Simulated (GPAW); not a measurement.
# CN in line between two Al chains: relaxation, then transmission at several levels, part 2 of 4

Aim: the conductance of CN in line between two Al chains after relaxation, and whether geometry, basis or functional moves it most.

GPAW 26.7.0; GPAW LCAO, PAW setups; relaxation of the junction within the symmetry of its start, lead ends held (the session's first sound run).

So far, transmission at the Fermi level (one spin): step 3 (GPAW, dzp) 1.95. Also open channels of the lead at the Fermi level (one spin): step 3 2.

**4. GPAW, szp: basis = "szp(dzp)"**

Level of this step: GPAW LCAO, PAW setups; Landauer transmission from Green's functions with principal layers (ASE), zero bias (GPAW).

The second zeta is dropped, the polarisation orbitals stay.

run.py reads:

```python
import json
import numpy as np
from ase import Atoms
from ase.transport.calculators import TransportCalculator
from gpaw import GPAW, FermiDirac
from gpaw.lcao.tools import get_lcao_hamiltonian
from scipy.linalg import eigh

# The junction with lead layers at both ends, along the third cell vector
device = Atoms(
    ['Al', 'Al', 'Al', 'Al', 'Al', 'Al', 'Al', 'C', 'N', 'Al', 'Al', 'Al', 'Al', 'Al', 'Al', 'Al'],
    positions=[
        [4.50000, 4.50000, 1.20000],
        [4.50000, 4.50000, 3.60000],
        [4.50000, 4.50000, 6.00000],
        [4.50000, 4.50000, 8.40000],
        [4.50000, 4.50000, 10.80000],
        [4.50000, 4.50000, 13.20000],
        [4.50000, 4.50000, 15.52509],
        [4.50000, 4.50000, 17.36211],
        [4.50000, 4.50000, 18.58643],
        [4.50000, 4.50000, 20.34714],
        [4.50000, 4.50000, 22.66670],
        [4.50000, 4.50000, 25.06670],
        [4.50000, 4.50000, 27.46670],
        [4.50000, 4.50000, 29.86670],
        [4.50000, 4.50000, 32.26670],
        [4.50000, 4.50000, 34.66670]],
    cell=[[9.0, 0.0, 0.0], [0.0, 9.0, 0.0], [0.0, 0.0, 35.8667]],
    pbc=True)

# One principal layer of the lead: the first 4 atoms of the device
lead = Atoms(
    ['Al', 'Al', 'Al', 'Al'],
    positions=[
        [4.50000, 4.50000, 1.20000],
        [4.50000, 4.50000, 3.60000],
        [4.50000, 4.50000, 6.00000],
        [4.50000, 4.50000, 8.40000]],
    cell=[[9.0, 0.0, 0.0], [0.0, 9.0, 0.0], [0.0, 0.0, 9.6]],
    pbc=True)

settings = dict(mode='lcao', basis='szp(dzp)', xc='PBE', h=0.18,
                occupations=FermiDirac(0.1), maxiter=250,
                mixer=dict(beta=0.1, nmaxold=8, weight=100.0),
                convergence=dict(density=0.0001))
energies = np.arange(-2, 2 + 1e-9, 0.025)
eta = 0.0001
n1, n2 = 1, 1
# k and -k transmit alike, so half of the mesh across the current serves
mesh = [(i, j) for i in range(n1) for j in range(n2) if (i, j) <= (-i % n1, -j % n2)]
weights = np.array([1 if (i, j) == (-i % n1, -j % n2) else 2 for i, j in mesh]) / (n1 * n2)


def ground_state(atoms, size, txt):
    atoms.calc = GPAW(kpts={'size': size, 'gamma': True}, symmetry={'tolerance': 1e-3}, txt=txt, **settings)
    atoms.get_potential_energy()
    return atoms.calc.get_fermi_level()


def blocks(atoms, fermi, points, nz, cells):
    """H - E_F S and S between cell 0 and the cells above it, at each point across the current."""
    kz = np.arange(nz) / nz
    calc = atoms.calc.fixed_density(kpts=[(*k, z) for k in points for z in kz], symmetry='off', txt=None)
    H, S = get_lcao_hamiltonian(calc)
    H = (H - fermi * S).reshape(len(H), len(points), nz, *S.shape[1:])
    S = S.reshape(H.shape[1:])
    phases = [np.exp(-2j * np.pi * kz * R) / nz for R in cells]
    return [(np.einsum('skzij,z->ksij', H, p), np.einsum('kzij,z->kij', S, p)) for p in phases]


def pair(a, b):
    return np.block([[a, b], [b.T.conj(), a]])


def count_channels(h, s, cells, nk=240):
    """Half the number of times that the lead's bands cross each energy, unfolded to its shortest repeat."""
    b = len(h) // cells
    bands = []
    for k in (np.arange(nk + 1) + 0.5) / nk:
        hk, sk = h[:b, :b].copy(), s[:b, :b].copy()
        for R in range(1, cells):
            phase, block = np.exp(2j * np.pi * k * R), slice(R * b, (R + 1) * b)
            hk += h[:b, block] * phase + (h[:b, block] * phase).T.conj()
            sk += s[:b, block] * phase + (s[:b, block] * phase).T.conj()
        w, u = eigh(sk)
        x = u[:, w > 1e-5] / w[w > 1e-5]**0.5  # drop near-dependent combinations
        bands.append(np.r_[eigh(x.T.conj() @ hk @ x, eigvals_only=True), [1e9] * (w <= 1e-5).sum()])
    below = np.array(bands)[:, :, None] < energies
    return (below[1:] != below[:-1]).sum((0, 1)) / 2


fermi_lead = ground_state(lead, (1, 1, 12), 'lead.txt')
fermi_device = ground_state(device, (1, 1, 2), 'device.txt')
T, channels, eigen, tail, misfit, shifts = [], [], [], 0.0, 0.0, []
for first in range(0, len(mesh), 434):
    points = [(i / n1, j / n2) for i, j in mesh[first:first + 434]]
    (H0k, S0k), (H1k, S1k), (H2k, _) = blocks(lead, fermi_lead, points, 5, range(3))
    [(Hk, Sk)] = blocks(device, fermi_device, points, 2, [0])
    tail = max(tail, abs(H2k).max())
    for H0, S0, H1, S1, H, S in zip(H0k, S0k, H1k, S1k, Hk, Sk):
        n = len(S0)
        # Shift the lead onto the potential of the device's first layer
        shift = ((H[:, 0, 0] - H0[:, 0, 0]) / S0[0, 0]).real.mean()
        shifts.append(shift)
        misfit = max(misfit, abs(H[:, :n, :n] - H0 - shift * S0).max())
        Tk, Ck, Ek = [], [], []
        for s in range(len(H)):
            t = s % len(H0)  # a lead without moments serves both spins
            h1, s1 = pair(H0[t] + shift * S0, H1[t] + shift * S1), pair(S0, S1)
            leads = dict(h1=h1, s1=s1, energies=energies, eta=eta, eta1=eta, eta2=eta)
            calc = TransportCalculator(h=H[s], s=S, eigenchannels=3, **leads)
            Tk.append(calc.get_transmission())
            Ek.append(np.sort(calc.eigenchannels_ne, axis=0)[::-1])
            Ck.append(count_channels(h1, s1, 8))
        T.append(Tk)
        channels.append(Ck)
        eigen.append(Ek)
T, channels = np.array(T), np.array(channels)
mean, open_channels = np.einsum('kse,k->se', T, weights), np.einsum('kse,k->se', channels, weights)

print(f'basis functions: device {len(S)}, principal layer {n}')
print(f'Fermi level: lead {fermi_lead:.4f} eV, device {fermi_device:.4f} eV; lead shifted by {np.mean(shifts):.4f} eV')
print(f'largest coupling past the next layer {tail:.2e} eV, largest misfit of the first layer {misfit:.3f} eV')
print('  E-E_F (eV)   ' + 'T (one spin)  channels')
for e, t, c in zip(energies, mean.T, open_channels.T):
    print(f'{e:10.3f}  ', *[f'{x:11.4e}' for x in t], *[f'{x:9.4f}' for x in c])

kT = 8.617333e-5 * 300
fine = np.linspace(energies[0], energies[-1], 4001)
both = np.exp(np.interp(fine, energies, np.log(np.maximum(mean.sum(0) * 2 / len(mean), 1e-30))))
fermi = lambda mu: 1 / (1 + np.exp(np.clip((fine - mu) / kT, -200, 200)))
slope = fermi(0) * (1 - fermi(0)) / kT
G = np.trapezoid(both * slope, fine) / 2
seebeck = -np.trapezoid(both * slope * fine, fine) / (2 * G * 300) * 1e6
print(f'conductance at 300 K: {G:.5g} G0 a cell; thermopower {seebeck:.4g} uV/K')
bias = [0.1, 0.2, 0.5, 1.0, 1.5, 2.0]
current = [38.74 * np.trapezoid(both * (fermi(V / 2) - fermi(-V / 2)), fine) for V in bias]
for V, I in zip(bias, current):
    print(f'current from the zero-bias T(E) at {V} V: {I:.5g} uA')
zero = abs(energies).argmin()
json.dump(dict(energies=energies.tolist(), T=mean.tolist(), channels=open_channels.tolist(), G=G, seebeck=seebeck,
               bias=bias, current=current, tail=tail, misfit=misfit, shift=np.mean(shifts), n_device=len(S), n_lead=n,
               fermi=[fermi_lead, fermi_device], energy=device.get_potential_energy(),
               moments=device.get_magnetic_moments().tolist(), mesh=mesh, weights=weights.tolist(),
               T_k=T[:, :, zero].tolist(), eigen=np.array(eigen[0]).tolist()), open('result.json', 'w'))
```

Started as:

```console
OMP_NUM_THREADS=1 OPENBLAS_NUM_THREADS=1 python run.py
```

Output:

```text
basis functions: device 144, principal layer 36
Fermi level: lead -3.5822 eV, device -3.5849 eV; lead shifted by -0.0052 eV
largest coupling past the next layer 1.49e-15 eV, largest misfit of the first layer 0.015 eV
  E-E_F (eV)   T (one spin)  channels
    -2.000    9.0998e-03    1.0000
    -1.975    8.7933e-03    1.0000
    -1.950    8.4821e-03    1.0000
    -1.925    8.1661e-03    1.0000
    -1.900    7.8452e-03    1.0000
    -1.875    7.5192e-03    1.0000
    -1.850    7.1880e-03    1.0000
    -1.825    6.8515e-03    1.0000
    -1.800    6.5094e-03    1.0000
    -1.775    6.1615e-03    1.0000
    -1.750    5.8078e-03    1.0000
    -1.725    5.4480e-03    1.0000
    -1.700    5.0818e-03    1.0000
    -1.675    4.7091e-03    1.0000
    -1.650    4.3296e-03    1.0000
    -1.625    3.9431e-03    1.0000
[...]
1.825    1.5667e+00    3.0000
     1.850    1.5583e+00    3.0000
     1.875    1.5500e+00    3.0000
     1.900    1.5420e+00    3.0000
     1.925    1.5341e+00    3.0000
     1.950    1.5263e+00    3.0000
     1.975    1.5188e+00    3.0000
     2.000    1.5115e+00    3.0000
conductance at 300 K: 1.9576 G0 a cell; thermopower 0.5188 uV/K
current from the zero-bias T(E) at 0.1 V: 15.165 uA
current from the zero-bias T(E) at 0.2 V: 30.316 uA
current from the zero-bias T(E) at 0.5 V: 75.459 uA
current from the zero-bias T(E) at 1.0 V: 126.51 uA
current from the zero-bias T(E) at 1.5 V: 162.35 uA
current from the zero-bias T(E) at 2.0 V: 200.61 uA
```

The job ended after 1.7 min (1 thread of Arm Neoverse V1, shared host; peak memory 1.7 GiB).

Numbers from this step:

```
conductance                                    : 1.958 G₀
largest coupling past the next principal layer : 1.49e-15 eV
largest misfit of the first principal layer    : 0.01491 eV
shift that aligns the lead                     : -0.005244 eV
basis functions of the junction                : 144
basis functions of a principal layer           : 36
transmission at the Fermi level (one spin)     : 1.959
```

One spin. The transmission, zone mean by energy, zero at the Fermi level:

```
energy (eV)  transmission, zone mean
     -2.000                  0.00910
     -1.900                  0.00785
     -1.800                  0.00651
     -1.700                  0.00508
     -1.600                  0.00355
     -1.500                  0.00189
     -1.400                   9.8e-5
     -1.300                  1.7e-11
     -1.200                  2.3e-12
     -1.100                        0
     -1.000                        0
     -0.900                        0
     -0.800                        0
     -0.700                        0
     -0.600                        0
     -0.500                  1.1e-12
     -0.400                   7.6e-7
     -0.300                     1.92
     -0.200                     1.97
     -0.100                     1.97
      0.000                     1.96
      0.100                     1.94
      0.200                     1.92
      0.300                     1.90
      0.400                     1.88
      0.500                     1.86
      0.600                     1.84
      0.700                     1.83
      0.800                     2.04
      0.900                     1.99
      1.000                     1.93
      1.100                     1.88
      1.200                     1.83
      1.300                     1.78
      1.400                     1.73
      1.500                     1.69
      1.600                     1.65
      1.700                     1.61
      1.800                     1.58
      1.900                     1.54
      2.000                     1.51
```

Crossings of the lead's bands, unfolded to its shortest repeat. The open channels, zone mean by energy, zero at the Fermi level:

```
energy (eV)  open channels, zone mean
     -2.000                         1
     -1.900                         1
     -1.800                         1
     -1.700                         1
     -1.600                         1
     -1.500                         1
     -1.400                         1
     -1.300                         0
     -1.200                         0
     -1.100                         0
     -1.000                         0
     -0.900                         0
     -0.800                         0
     -0.700                         0
     -0.600                         0
     -0.500                         0
     -0.400                         0
     -0.300                         2
     -0.200                         2
     -0.100                         2
      0.000                         2
      0.100                         2
      0.200                         2
      0.300                         2
      0.400                         2
      0.500                         2
      0.600                         2
      0.700                         2
      0.800                         3
      0.900                         3
      1.000                         3
      1.100                         3
      1.200                         3
      1.300                         3
      1.400                         3
      1.500                         3
      1.600                         3
      1.700                         3
      1.800                         3
      1.900                         3
      2.000                         3
```

Not self-consistent under bias; the bias window is split evenly. Table of current through one cell, from the zero-bias transmission by bias:

```
bias (V)  current through one cell, from the zero-bias transmission (μA)
   0.100                                                            15.2
   0.200                                                            30.3
   0.500                                                            75.5
   1.000                                                             127
   1.500                                                             162
   2.000                                                             201
```

Table of transmission of the three most open eigenchannels by energy, zero at the Fermi level:

```
energy (eV)  channel 1  channel 2  channel 3
     -2.000    0.00910          0          0
     -1.900    0.00785          0          0
     -1.800    0.00651          0          0
     -1.700    0.00508          0          0
     -1.600    0.00355          0          0
     -1.500    0.00189          0          0
     -1.400     9.8e-5          0          0
     -1.300    1.7e-11          0          0
     -1.200    2.3e-12          0          0
     -1.100          0          0          0
     -1.000          0          0          0
     -0.900          0          0          0
     -0.800          0          0          0
     -0.700          0          0          0
     -0.600          0          0          0
     -0.500          0          0          0
     -0.400     3.8e-7     3.8e-7          0
     -0.300      0.962      0.962          0
     -0.200      0.987      0.987          0
     -0.100      0.984      0.984          0
      0.000      0.979      0.979          0
      0.100      0.970      0.970          0
      0.200      0.959      0.959          0
      0.300      0.949      0.949    1.0e-12
      0.400      0.939      0.939    3.3e-12
      0.500      0.930      0.930    1.5e-11
      0.600      0.922      0.922    1.3e-10
      0.700      0.913      0.913     7.2e-9
      0.800      0.903      0.903      0.236
      0.900      0.890      0.890      0.210
      1.000      0.875      0.875      0.184
      1.100      0.858      0.858      0.165
      1.200      0.839      0.839      0.151
      1.300      0.820      0.820      0.140
      1.400      0.802      0.802      0.132
      1.500      0.783      0.783      0.125
      1.600      0.765      0.765      0.119
      1.700      0.748      0.748      0.115
      1.800      0.732      0.732      0.111
      1.900      0.717      0.717      0.107
      2.000      0.704      0.704      0.104
```

The conductance, 1.96 G₀, lies 0.2 % above that of the dzp run.

**5. GPAW, sz: basis = "sz(dzp)"**

One function for each valence shell of the setup, as for a first survey of a large system.

run.py: that of step 4 with these lines changed.

```diff
@@ -42,3 +42,3 @@
 
-settings = dict(mode='lcao', basis='szp(dzp)', xc='PBE', h=0.18,
+settings = dict(mode='lcao', basis='sz(dzp)', xc='PBE', h=0.18,
                 occupations=FermiDirac(0.1), maxiter=250,
```

Output:

```text
basis functions: device 64, principal layer 16
Fermi level: lead -3.8293 eV, device -3.8164 eV; lead shifted by -0.0065 eV
largest coupling past the next layer 9.49e-16 eV, largest misfit of the first layer 0.018 eV
  E-E_F (eV)   T (one spin)  channels
    -2.000    3.5697e-03    1.0000
    -1.975    3.2528e-03    1.0000
    -1.950    2.9307e-03    1.0000
[...]
1.975    1.8702e+00    3.0000
     2.000    1.8677e+00    3.0000
conductance at 300 K: 1.9671 G0 a cell; thermopower 0.4492 uV/K
current from the zero-bias T(E) at 0.1 V: 15.239 uA
current from the zero-bias T(E) at 0.2 V: 30.467 uA
current from the zero-bias T(E) at 0.5 V: 75.986 uA
current from the zero-bias T(E) at 1.0 V: 134.77 uA
current from the zero-bias T(E) at 1.5 V: 173.18 uA
current from the zero-bias T(E) at 2.0 V: 212.79 uA
```

Run time: 64 s. Hardware: 1 thread; peak memory 1.5 GiB.

This step gave:

```
conductance                                    : 1.967 G₀
largest coupling past the next principal layer : 9.49e-16 eV
largest misfit of the first principal layer    : 0.01842 eV
shift that aligns the lead                     : -0.006467 eV
basis functions of the junction                : 64
basis functions of a principal layer           : 16
transmission at the Fermi level (one spin)     : 1.968
```

One spin. Table of transmission, zone mean by energy, zero at the Fermi level:

```
energy (eV)  transmission, zone mean
     -2.000                  0.00357
     -1.800                   8.8e-4
     -1.600                  4.2e-12
     -1.400                        0
     -1.200                        0
     -1.000                        0
     -0.800                        0
     -0.600                        0
     -0.400                     1.25
     -0.200                     1.98
      0.000                     1.97
      0.200                     1.93
      0.400                     1.91
      0.600                     1.89
      0.700                     2.07
      0.800                     2.06
      1.000                     2.02
      1.200                     1.99
      1.400                     1.95
      1.600                     1.92
      1.800                     1.89
      2.000                     1.87
```

The conductance, 1.97 G₀, lies 0.7 % above that of the dzp run.

**6. LDA in the dzp basis: xc = "LDA"**

Back in the dzp basis, the functional changes from PBE to LDA, to set the spread between functionals beside that between bases.

run.py: that of step 5 with these lines changed.

```diff
@@ -42,3 +42,3 @@
 
-settings = dict(mode='lcao', basis='sz(dzp)', xc='PBE', h=0.18,
+settings = dict(mode='lcao', basis='dzp', xc='LDA', h=0.18,
                 occupations=FermiDirac(0.1), maxiter=250,
```

Output:

```text
basis functions: device 208, principal layer 52
Fermi level: lead -3.2559 eV, device -3.2415 eV; lead shifted by -0.0047 eV
largest coupling past the next layer 1.56e-15 eV, largest misfit of the first layer 0.012 eV
  E-E_F (eV)   T (one spin)  channels
    -2.000    1.0184e-02    1.0000
    -1.975    9.9041e-03    1.0000
    -1.950    9.6196e-03    1.0000
[...]
1.975    1.6363e+00    3.0000
     2.000    1.6292e+00    3.0000
conductance at 300 K: 1.9635 G0 a cell; thermopower 0.4541 uV/K
current from the zero-bias T(E) at 0.1 V: 15.211 uA
current from the zero-bias T(E) at 0.2 V: 30.41 uA
current from the zero-bias T(E) at 0.5 V: 75.82 uA
current from the zero-bias T(E) at 1.0 V: 132.58 uA
current from the zero-bias T(E) at 1.5 V: 168.66 uA
current from the zero-bias T(E) at 2.0 V: 206.6 uA
```

Run time: 1.8 min. Hardware: 1 thread; peak memory 1.7 GiB.

Numbers from this step:

```yaml
conductance: 1.963 G₀
largest_coupling_past_the_next_principal_layer: 1.56e-15 eV
largest_misfit_of_the_first_principal_layer: 0.01224 eV
shift_that_aligns_the_lead: -0.004708 eV
basis_functions_of_the_junction: 208
basis_functions_of_a_principal_layer: 52
transmission_at_the_fermi_level_one_spin: 1.964
```

One spin. Table of transmission, zone mean by energy, zero at the Fermi level:

energy (eV), transmission, zone mean and a bar:
```
   -2.000       0.01 
   -1.900       0.01 
   -1.800       0.01 
   -1.700       0.01 
   -1.600       0.01 
   -1.500       0.00 
   -1.400       0.00 
   -1.300       0.00 
   -1.200       0.00 
   -1.100       0.00 
   -1.000       0.00 
   -0.900       0.00 
   -0.800       0.00 
   -0.700       0.00 
   -0.600       0.00 
   -0.500       0.00 
   -0.400       0.35 #####
   -0.300       1.97 #############################
   -0.200       1.98 #############################
   -0.100       1.97 #############################
    0.000       1.96 #############################
    0.100       1.95 #############################
    0.200       1.93 ############################
    0.300       1.91 ############################
    0.400       1.89 ############################
    0.500       1.88 ###########################
    0.600       1.86 ###########################
    0.700       1.85 ###########################
    0.800       1.84 ###########################
    0.875       2.05 ##############################
    0.900       2.04 ##############################
    1.000       1.99 #############################
    1.100       1.95 #############################
    1.200       1.91 ############################
    1.300       1.87 ###########################
    1.400       1.83 ###########################
    1.500       1.79 ##########################
    1.600       1.76 ##########################
    1.700       1.72 #########################
    1.800       1.69 #########################
    1.900       1.66 ########################
    2.000       1.63 ########################
```

The conductance, 1.96 G₀, lies 0.5 % above that of the dzp run.

[end of part 2 of 4]

[Logs are printed without paths, hosts, clocks, repeated set-up lines and the standing remarks that a program may print on its own settings, such as how far it seeks lower states.]

[Hosts, paths, dates, database ids (printed as entryN), source tags and the programs' standing remarks are cut or masked in the printed files.]
